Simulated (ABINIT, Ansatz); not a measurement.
# AgC (Fm-3m): zone-centre phonons

Wanted: the vibrations of AgC (Fm-3m) at Γ, by two programs.

Program: ABINIT 10.8.3. Level of theory: DFT LDA, scalar-relativistic, plane waves, JTH PAW pseudopotentials. Results are calculated unless marked as measured.

The structure was built from a prototype and need not be the compound's stable phase.

## 1. The structure

The structure is cubic, space group Fm-3m (No. 225). Conventional cell: a = 4.521 Å, b = 4.521 Å, c = 4.521 Å, α = 90.00°, β = 90.00°, γ = 90.00°. Nearest to Ag lie 6 C at 2.26 Å. C has 6 Ag at 2.26 Å nearest. Farther neighbours are not listed.

## 2. Relaxation

The harmonic expansion needs vanishing forces, and a free crystal bears no stress, so cell and atoms are brought to rest. Stress is more sensitive to the basis than forces are: the last 3 Ha under the cutoff are smoothed with ecutsm, and the cutoff is raised above that of the later runs.

The starting cell comes from a relaxation made beforehand in Ansatz (LDA, PAW).

Input file relax.abi:

```
# relaxation
ionmov 2
optcell 2
dilatmx 1.08
ntime 40
tolmxf 1.0d-05
tolvrs 1.0d-14
prtwf 0
prtden 0
chksymtnons 0

# basis, mesh and filling
ecut 28.0
ecutsm 3.0
pawecutdg 56.0
ngkpt 12 12 12
nshiftk 1
shiftk 0.0 0.0 0.0
istwfk *1
occopt 3
tsmear 0.01
nband 14
nstep 100
diemac 1000000.0
prtebands 0
prtgsr 0

# cell and atoms
acell 3*1.0 Angstrom
rprim 
    -2.260678413 0.0 2.260678413
    0.0 2.260678413 2.260678413
    -2.260678413 2.260678413 0.0
ntypat 2
znucl 47 6
natom 2
typat 1 2
xred 
    0.0 0.0 0.0
    0.5 0.5 0.5
pp_dirpath "./pseudo"
pseudos "Ag.xml, C.xml"
```

On the command line:

```console
OMP_NUM_THREADS=1 mpirun -n 4 abinit relax.abi > relax.log
```

Numbers of over 12 decimals in the logs are rounded to 6 here.

relax.abo, the main output file:

```text
[banners, grids, parts of the stress and lines that vanish by symmetry left out]
- input  file    -> relax.abi
- output file    -> relax.abo
- root for input  files -> relaxi
[...]
Symmetries : space group Fm -3 m (#225); Bravais cF (face-center cubic)
[...]
mpw =        1411          nfft =       32768          nkpt =          72
[...]
== DATASET  1 ==================================================================
[...]
cutoff_energies: {ecut:  28.0, pawecutdg:  56.0, }
[...]
ETOT  1  -43.942433134919    -4.394E+01 4.368E-01 7.912E+01
 ETOT  2  -44.062086150680    -1.197E-01 9.850E-03 6.132E+01
 ETOT  3  -43.952195955832     1.099E-01 1.190E-02 2.245E+00
 ETOT  4  -43.951325436169     8.705E-04 5.720E-04 4.171E-01
 ETOT  5  -43.950861970006     4.635E-04 1.202E-04 2.697E-02
[...]
At SCF step   17       nres2   =  5.84E-15 < tolvrs=  1.00E-14 =>converged.
[...]
sigma(1 1)= -3.86399362E-05  sigma(3 2)=  0.00000000E+00
  sigma(2 2)= -3.86399362E-05  sigma(3 1)=  0.00000000E+00
  sigma(3 3)= -3.86399362E-05  sigma(2 1)=  0.00000000E+00
[...]
convergence: {deltae:  5.898E-13, res2:  5.842E-15, residm:  6.865E-06, diffor: null, }
etotal    :  -4.39508432E+01
[...]
ETOT  1  -43.950882289954    -4.395E+01 4.910E-06 3.229E-02
[...]
At SCF step   12       nres2   =  4.18E-15 < tolvrs=  1.00E-14 =>converged.
[...]
sigma(1 1)= -1.76290478E-05  sigma(3 2)=  0.00000000E+00
  sigma(2 2)= -1.76290478E-05  sigma(3 1)=  0.00000000E+00
  sigma(3 3)= -1.76290478E-05  sigma(2 1)=  0.00000000E+00
[...]
convergence: {deltae: -6.963E-13, res2:  4.184E-15, residm:  6.181E-07, diffor: null, }
etotal    :  -4.39508585E+01
[...]
ETOT  1  -43.950879716902    -4.395E+01 5.350E-07 2.298E-02
[...]
At SCF step   12       nres2   =  3.37E-15 < tolvrs=  1.00E-14 =>converged.
[...]
sigma(1 1)= -1.85879597E-07  sigma(3 2)=  0.00000000E+00
  sigma(2 2)= -1.85879597E-07  sigma(3 1)=  0.00000000E+00
  sigma(3 3)= -1.85879597E-07  sigma(2 1)=  0.00000000E+00
[...]
convergence: {deltae:  1.421E-14, res2:  3.374E-15, residm:  1.167E-07, diffor: null, }
etotal    :  -4.39508626E+01
[...]
ETOT  1  -43.950862587125    -4.395E+01 9.025E-08 2.613E-06
[...]
ETOT  8  -43.950862585170     4.263E-13 3.138E-08 1.184E-14
 ETOT  9  -43.950862585169     2.558E-13 5.591E-08 9.384E-16
 At SCF step    9       nres2   =  9.38E-16 < tolvrs=  1.00E-14 =>converged.
[...]
sigma(1 1)= -9.02167330E-10  sigma(3 2)=  0.00000000E+00
  sigma(2 2)= -9.02167327E-10  sigma(3 1)=  0.00000000E+00
  sigma(3 3)= -9.02167341E-10  sigma(2 1)=  0.00000000E+00
[...]
convergence: {deltae:  2.558E-13, res2:  9.384E-16, residm:  5.591E-08, diffor: null, }
etotal    :  -4.39508626E+01
[...]
At Broyd/MD step   4, gradients are converged :
[...]
sigma(1 1)= -9.02167330E-10  sigma(3 2)=  0.00000000E+00
  sigma(2 2)= -9.02167327E-10  sigma(3 1)=  0.00000000E+00
  sigma(3 3)= -9.02167341E-10  sigma(2 1)=  0.00000000E+00
[...]
- sigma(1 1)= -2.65426792E-05  sigma(3 2)=  0.00000000E+00
- sigma(2 2)= -2.65426791E-05  sigma(3 1)=  0.00000000E+00
- sigma(3 3)= -2.65426795E-05  sigma(2 1)=  0.00000000E+00
[...]
fcart     -0.0000000000E+00 -0.0000000000E+00 -0.0000000000E+00
           strten     -9.0216733042E-10 -9.0216732695E-10 -9.0216734083E-10
================================================================================

[key lines of the parts left out:]
pressure_GPa:   2.6543E-05
Total energy DC (eV): -1.45551797057325E+05
```

Run time: 38 s. Hardware: 4 MPI ranks of Arm Neoverse V1, shared host; 2.5 min of CPU time.

Step by step:

| step | energy less that of the first step (eV) | largest force (eV/Å) | volume (Å³) |
| --- | --- | --- | --- |
| 1 | 0.0000 | 0.0000 | 23.11 |
| 2 | -0.0004 | 0.0000 | 23.19 |
| 3 | -0.0005 | 0.0000 | 23.26 |
| 4 | -0.0005 | 0.0000 | 23.26 |

| conventional cell, symmetrised | before | after | change |
| --- | --- | --- | --- |
| a (Å) | 4.521 | 4.531 | +0.2 % |
| b (Å) | 4.521 | 4.531 | +0.2 % |
| c (Å) | 4.521 | 4.531 | +0.2 % |
| volume (Å³/atom) | 11.55 | 11.63 | +0.6 % |

Final coordinates:

```xyz
2
Lattice="-2.2655 0.0000 2.2655 0.0000 2.2655 2.2655 -2.2655 2.2655 0.0000" Properties=species:S:1:pos:R:3 pbc="T T T"
Ag    0.0000    0.0000    0.0000
C    -2.2655    2.2655    2.2655
```

This step gave:

```yaml
volume_per_atom: 11.63 Å³
pressure: 2.65e-5 GPa
gap_on_the_k_mesh: 0 eV
```

The volume changes by +0.6 % from the cell with which this run began.

## 3. Ground state

The response is built on these wavefunctions, so the potential is converged far more tightly than an energy would need. Occupations are smeared.

Input file gs.abi:

```
# ground state
tolvrs 1.0d-16
prtden 1
prtwf 1

# basis, mesh and filling
ecut 22.0
pawecutdg 44.0
ngkpt 12 12 12
nshiftk 1
shiftk 0.0 0.0 0.0
istwfk *1
occopt 3
tsmear 0.01
nband 14
nstep 100
diemac 1000000.0
prtebands 0
prtgsr 0

# cell and atoms
acell 3*1.0 Angstrom
rprim 
    -2.265535535 0.0 2.265535535
    0.0 2.265535535 2.265535535
    -2.265535535 2.265535535 0.0
ntypat 2
znucl 47 6
natom 2
typat 1 2
xred 
    0.0 0.0 0.0
    0.5 0.5 0.5
pp_dirpath "./pseudo"
pseudos "Ag.xml, C.xml"
```

On the command line:

```console
OMP_NUM_THREADS=1 mpirun -n 4 abinit gs.abi > gs.log
```

gs.abo, the main output file:

```text
[banners, grids, parts of the stress and lines that vanish by symmetry left out]
- input  file    -> gs.abi
- output file    -> gs.abo
- root for input  files -> gsi
[...]
Symmetries : space group Fm -3 m (#225); Bravais cF (face-center cubic)
[...]
mpw =         789          nfft =       19683          nkpt =          72
[...]
== DATASET  1 ==================================================================
[...]
cutoff_energies: {ecut:  22.0, pawecutdg:  44.0, }
[...]
ETOT  1  -43.953173047554    -4.395E+01 4.495E-01 5.466E+01
 ETOT  2  -44.062039936819    -1.089E-01 1.424E-02 4.271E+01
 ETOT  3  -43.952030943504     1.100E-01 1.186E-02 1.605E+00
 ETOT  4  -43.951060540894     9.704E-04 5.613E-04 2.856E-01
 ETOT  5  -43.950608774876     4.518E-04 8.951E-05 1.820E-02
[...]
ETOT 17  -43.950590978655     2.345E-13 9.253E-05 4.315E-15
 ETOT 18  -43.950590978655    -2.203E-13 1.352E-05 5.871E-17
 At SCF step   18       nres2   =  5.87E-17 < tolvrs=  1.00E-16 =>converged.
[...]
sigma(1 1)=  5.78948570E-06  sigma(3 2)=  0.00000000E+00
  sigma(2 2)=  5.78948570E-06  sigma(3 1)=  0.00000000E+00
  sigma(3 3)=  5.78948570E-06  sigma(2 1)=  0.00000000E+00
[...]
convergence: {deltae: -2.203E-13, res2:  5.871E-17, residm:  1.352E-05, diffor: null, }
etotal    :  -4.39505910E+01
[...]
sigma(1 1)=  5.78948570E-06  sigma(3 2)=  0.00000000E+00
  sigma(2 2)=  5.78948570E-06  sigma(3 1)=  0.00000000E+00
  sigma(3 3)=  5.78948570E-06  sigma(2 1)=  0.00000000E+00
[...]
- sigma(1 1)=  1.70332550E-01  sigma(3 2)=  0.00000000E+00
- sigma(2 2)=  1.70332550E-01  sigma(3 1)=  0.00000000E+00
- sigma(3 3)=  1.70332550E-01  sigma(2 1)=  0.00000000E+00
[...]
fcart     -0.0000000000E+00 -0.0000000000E+00 -0.0000000000E+00
           strten      5.7894856987E-06  5.7894856987E-06  5.7894856987E-06
================================================================================

[key lines of the parts left out:]
pressure_GPa:  -1.7033E-01
Total energy DC (eV): -1.45551789666536E+05
```

The job ended after 14 s (4 MPI ranks).

Numbers from this step:

| Item | Value |
| --- | --- |
| pressure | -0.1703 GPa |

The cell stands at -0.17 GPa: the relaxation ran with a smoothed and higher cutoff, and the difference is a stress of the finite basis.

## 4. Linear response at Γ

At q = 0 one unit cell holds all displacements. The response is solved for single atoms along the cell's directions, and symmetry skips those that follow from others. The crystal is treated as a metal, which screens a static field, so no field response is asked.

Input file dfpt_gamma.abi:

```

# common to the responses
getwfk_filepath "gso_WFK"
kptopt 2
nqpt 1
qpt 0.0 0.0 0.0
asr 0
chneut 0

# displacements
rfphon 1
rfatpol 1 2
rfdir 1 1 1
tolvrs 1.0d-10
prtwf 0

# basis, mesh and filling
ecut 22.0
pawecutdg 44.0
ngkpt 12 12 12
nshiftk 1
shiftk 0.0 0.0 0.0
istwfk *1
occopt 3
tsmear 0.01
nband 14
nstep 100
diemac 1000000.0
prtebands 0
prtgsr 0

# cell and atoms
acell 3*1.0 Angstrom
rprim 
    -2.265535535 0.0 2.265535535
    0.0 2.265535535 2.265535535
    -2.265535535 2.265535535 0.0
ntypat 2
znucl 47 6
natom 2
typat 1 2
xred 
    0.0 0.0 0.0
    0.5 0.5 0.5
pp_dirpath "./pseudo"
pseudos "Ag.xml, C.xml"
```

On the command line:

```console
OMP_NUM_THREADS=1 mpirun -n 4 abinit dfpt_gamma.abi > dfpt_gamma.log
```

dfpt_gamma.abo, the main output file:

```text
[banners, grids, parts of the stress and lines that vanish by symmetry left out]
- input  file    -> dfpt_gamma.abi
- output file    -> dfpt_gamma.abo
- root for input  files -> dfpt_gammai
- root for output files -> dfpt_gammao

-   ./pseudo/Ag.xml
-   ./pseudo/C.xml
 Symmetries : space group Fm -3 m (#225); Bravais cF (face-center cubic)
================================================================================
 Values of the parameters that define the memory need of the present run (RF).
     intxc =       0      iscf =       7    lmnmax =      18     lnmax =       6
     mgfft =      27  mpssoang =       3    mqgrid =    3001     natom =       2
  nloc_mem =       2    nspden =       1   nspinor =       1    nsppol =       1
      nsym =      48    n1xccc =       1    ntypat =       2    occopt =       3
   xclevel =       1
-    mband =          14        mffmem =           1         mkmem =         217
-   mkqmem =         217        mk1mem =         217           mpw =         789
      nfft =       19683          nkpt =         868
- my_mband =          14
Pmy_natom=         1
================================================================================
================================================================================

--------------------------------------------------------------------------------
------------- Echo of variables that govern the present computation ------------
--------------------------------------------------------------------------------
-
- outvars: echo of selected default values
-   iomode0 =  0 , fftalg0 =312 , wfoptalg0 = 10
-
- outvars: echo of global parameters not present in the input file
-  max_nthreads =    1
-
 -outvars: echo values of preprocessed input variables
 [... echo left out ...]
================================================================================

 chkinp: Checking input parameters for consistency.

[...]
== DATASET  1 ==================================================================
-   mpi_nproc: 4, omp_nthreads: 1 (-1 if OMP is not activated)

--- !DatasetInfo
iteration_state: {dtset: 1, }
dimensions: {natom: 2, nkpt: 868, mband: 14, nsppol: 1, nspinor: 1, nspden: 1, mpw: 789, }
cutoff_energies: {ecut:  22.0, pawecutdg:  44.0, }
electrons: {nelect:   1.50000000E+01, charge:   0.00000000E+00, occopt:   3.00000000E+00, tsmear:   1.00000000E-02, }
meta: {optdriver: 1, rfphon: 1, }
...

 mkfilename: getwfk from: gso_WFK

 Real(R)+Recip(G) space primitive vectors, cartesian coordinates (Bohr,Bohr^-1):
 R(1)= -4.2812417  0.0000000  4.2812417  G(1)= -0.1167885 -0.1167885  0.1167885
 R(2)=  0.0000000  4.2812417  4.2812417  G(2)=  0.1167885  0.1167885  0.1167885
 R(3)= -4.2812417  4.2812417  0.0000000  G(3)= -0.1167885  0.1167885 -0.1167885
 Unit cell volume ucvol=  1.5694202E+02 bohr^3
 Angles (23,13,12)=  6.00000000E+01  6.00000000E+01  6.00000000E+01 degrees
 setup1 : take into account q-point for computing boxcut.

 Coarse grid specifications (used for wave-functions):

 getcut: wavevector=  0.0000  0.0000  0.0000  ngfft=  27  27  27
         ecut(hartree)=     22.000   => boxcut(ratio)=   2.03682

 Fine grid specifications (used for densities):

 getcut: wavevector=  0.0000  0.0000  0.0000  ngfft=  40  40  40
         ecut(hartree)=     44.000   => boxcut(ratio)=   2.21250

 getcut : COMMENT -
  Note that boxcut > 2.2 ; recall that boxcut=Gcut(box)/Gcut(sphere) = 2
  is sufficient for exact treatment of convolution.
  Such a large boxcut is a waste : you could raise ecut
  e.g. ecut=   53.846844 Hartrees makes boxcut=2

--- Pseudopotential description ------------------------------------------------
- pspini: atom type   1  psp file is ./pseudo/Ag.xml

- pspini: atom type   2  psp file is ./pseudo/C.xml

   6.62795756E+02                                ecore*ucvol(ha*bohr**3)
--------------------------------------------------------------------------------

 ==>  initialize data related to q vector <==

 The list of irreducible perturbations for this q vector is:
    1)    idir= 1    ipert=   1
    2)    idir= 1    ipert=   2

[...]
The perturbation idir=   2  ipert=   1 is
 symmetric of a previously calculated perturbation.
 So, its SCF calculation is not needed.

 The perturbation idir=   3  ipert=   1 is
 symmetric of a previously calculated perturbation.
 So, its SCF calculation is not needed.

 The perturbation idir=   2  ipert=   2 is
 symmetric of a previously calculated perturbation.
 So, its SCF calculation is not needed.

 The perturbation idir=   3  ipert=   2 is
 symmetric of a previously calculated perturbation.
 So, its SCF calculation is not needed.

--------------------------------------------------------------------------------
 Perturbation wavevector (in red.coord.)   0.000000  0.000000  0.000000
 Perturbation : displacement of atom   1   along direction   1
 Found     4 symmetries that leave the perturbation invariant.

[...]
dfpt_looppert : total number of electrons, from k and k+q
  fully or partially occupied states are    1.500000E+01 and    1.500000E+01.
 Initialisation of the first-order wave-functions :
  ireadwf=   0

--- !BeginCycle
iteration_state: {dtset: 1, }
solver: {iscf: 7, nstep: 100, nline: 4, wfoptalg: 10, }
tolerances: {tolvrs: 1.00E-10, }
...

     iter   2DEtotal(Ha)        deltaE(Ha) residm    vres2
-ETOT  1   225.56100059035     -7.694E+02 2.620E+00 1.534E+06
 ETOT  2   20.026036321992     -2.055E+02 2.451E-01 1.242E+05
 ETOT  3  0.947571     -1.908E+01 4.348E-02 1.916E+02
 ETOT  4  0.919274     -2.830E-02 1.029E-03 1.220E+01
 ETOT  5  0.918231     -1.043E-03 2.755E-05 4.161E-02
[...]
At SCF step   12       vres2   =  3.06E-11 < tolvrs=  1.00E-10 =>converged.
[...]
Mean square residual over all n,k,spin=   10.039E-18; max=  52.371E-17

 Fourteen components of 2nd-order total energy (hartree) are
 1,2,3: 0th-order hamiltonian combined with 1st-order wavefunctions
     kin0=   1.33003939E+03 eigvalue=  -4.63913388E+00  local=  -4.86297222E+02
 4,5,6: 1st-order hamiltonian combined with 1st and 0th-order wfs
 loc psp =  -3.18413249E+02  Hartree=   3.75093204E+02     xc=  -1.86097626E+01
 note that "loc psp" includes a xc core correction that could be resolved
 7,8,9: eventually, occupation + non-local contributions
    edocc=   3.07485469E+01     enl0=   3.07582719E+02   enl1=  -2.20952357E+03
 10: eventually, PAW "on-site" Hxc contribution: epaw1=   1.47316675E-02
 1-10 gives the relaxation energy (to be shifted if some occ is /=2.0)
   erelax=  -9.94004347E+02
 11,12,13 Non-relaxation  contributions : frozen-wavefunctions and Ewald
 fr.local=   4.20370809E+02 fr.nonlo=   5.33721995E+02  Ewald=   4.30498398E+01
 14,15 Frozen wf xc core corrections (1) and (2)
 frxc 1  =  -2.78347269E+02  frxc 2 =   2.76127184E+02
 16 Contribution from 1st-order change of wavefunctions overlap
 eovl1 =   2.69963812E+02
 Resulting in :
 2DEtotal=    0.9182115101E+00 Ha. Also 2DEtotal=    0.249858080569E+02 eV
    (2DErelax=   -9.9400434683E+02 Ha. 2DEnonrelax=    9.9492255834E+02 Ha)
    (  non-var. 2DEtotal :    9.1796219987E-01 Ha)

[...]
Perturbation wavevector (in red.coord.)   0.000000  0.000000  0.000000
 Perturbation : displacement of atom   2   along direction   1
 Found     4 symmetries that leave the perturbation invariant.

--------------------------------------------------------------------------------

--------------------------------------------------------------------------------

 dfpt_looppert : total number of electrons, from k and k+q
  fully or partially occupied states are    1.500000E+01 and    1.500000E+01.
 Initialisation of the first-order wave-functions :
  ireadwf=   0

--- !BeginCycle
iteration_state: {dtset: 1, }
solver: {iscf: 7, nstep: 100, nline: 4, wfoptalg: 10, }
tolerances: {tolvrs: 1.00E-10, }
...

     iter   2DEtotal(Ha)        deltaE(Ha) residm    vres2
-ETOT  1   44.023468393789     -1.322E+02 1.050E+00 2.056E+05
[...]
ETOT 10  0.910500     -3.121E-11 4.210E-13 4.992E-09
 ETOT 11  0.910500      5.912E-12 3.142E-14 1.401E-11

 At SCF step   11       vres2   =  1.40E-11 < tolvrs=  1.00E-10 =>converged.
[...]
Mean square residual over all n,k,spin=   48.353E-18; max=  31.418E-15

 Fourteen components of 2nd-order total energy (hartree) are
 1,2,3: 0th-order hamiltonian combined with 1st-order wavefunctions
     kin0=   1.86961998E+02 eigvalue=  -3.44580632E+00  local=  -7.25757093E+01
 4,5,6: 1st-order hamiltonian combined with 1st and 0th-order wfs
 loc psp =  -2.10558970E+02  Hartree=   4.72364418E+01     xc=  -1.33139794E+01
 note that "loc psp" includes a xc core correction that could be resolved
 7,8,9: eventually, occupation + non-local contributions
    edocc=   1.80270803E+01     enl0=   1.40435545E+01   enl1=  -1.41656850E+02
 10: eventually, PAW "on-site" Hxc contribution: epaw1=   1.47316290E-02
 1-10 gives the relaxation energy (to be shifted if some occ is /=2.0)
   erelax=  -1.75267510E+02
 11,12,13 Non-relaxation  contributions : frozen-wavefunctions and Ewald
 fr.local=   7.52993466E+01 fr.nonlo=   5.92868857E+01  Ewald=   4.30498398E+01
 14,15 Frozen wf xc core corrections (1) and (2)
 frxc 1  =  -3.96625591E+01  frxc 2 =   3.82044972E+01
 16 Contribution from 1st-order change of wavefunctions overlap
 eovl1 =   8.40532115E-01
 Resulting in :
 2DEtotal=    0.9105004281E+00 Ha. Also 2DEtotal=    0.247759788264E+02 eV
    (2DErelax=   -1.7526750978E+02 Ha. 2DEnonrelax=    1.7617801021E+02 Ha)
    (  non-var. 2DEtotal :    9.1063205845E-01 Ha)

[...]
---- first-order wavefunction calculations are completed ----

 ==> Compute Derivative Database <==

 [... matrices left out ...]
  Phonon wavevector (reduced coordinates) :  0.00000  0.00000  0.00000
 Phonon energies in Hartree :
  -2.719353E-05 -2.719353E-05 -2.719353E-05  1.123685E-03  1.123685E-03
   1.123685E-03
 Phonon frequencies in cm-1    :
- -5.968289E+00 -5.968289E+00 -5.968289E+00  2.466203E+02  2.466203E+02
-  2.466203E+02

== END DATASET(S) ==============================================================
================================================================================

 -outvars: echo values of variables after computation
            acell      1.8897261259E+00  1.8897261259E+00  1.8897261259E+00 Bohr
           etotal      9.1050042811E-01
            fcart      0.0000000000E+00  0.0000000000E+00  0.0000000000E+00
           strten      0.0000000000E+00  0.0000000000E+00  0.0000000000E+00
================================================================================
```

Elapsed: 87 s, on 4 MPI ranks; 5.8 min of CPU time.

Read from the output:

* largest acoustic frequency at the zone centre before the sum rule: -5.97 cm⁻¹
* highest optical zone-centre mode (no LO-TO term): 246.6 cm⁻¹
* lowest optical zone-centre mode: 246.6 cm⁻¹

The acoustic modes at Γ come out as far as 6.0 cm⁻¹ from zero, where they should vanish, a small numerical error.

(Part 1 of 2 ends here.)

[Host names and launcher messages were left out of these logs when they were recorded.]

[Logs are printed without paths, hosts, clocks, repeated set-up lines and the standing remarks that a program may print on its own settings, such as how far it seeks lower states.]

[Hosts, paths, dates, database ids (printed as entryN), source tags and the programs' standing remarks are cut or masked in the printed files.]
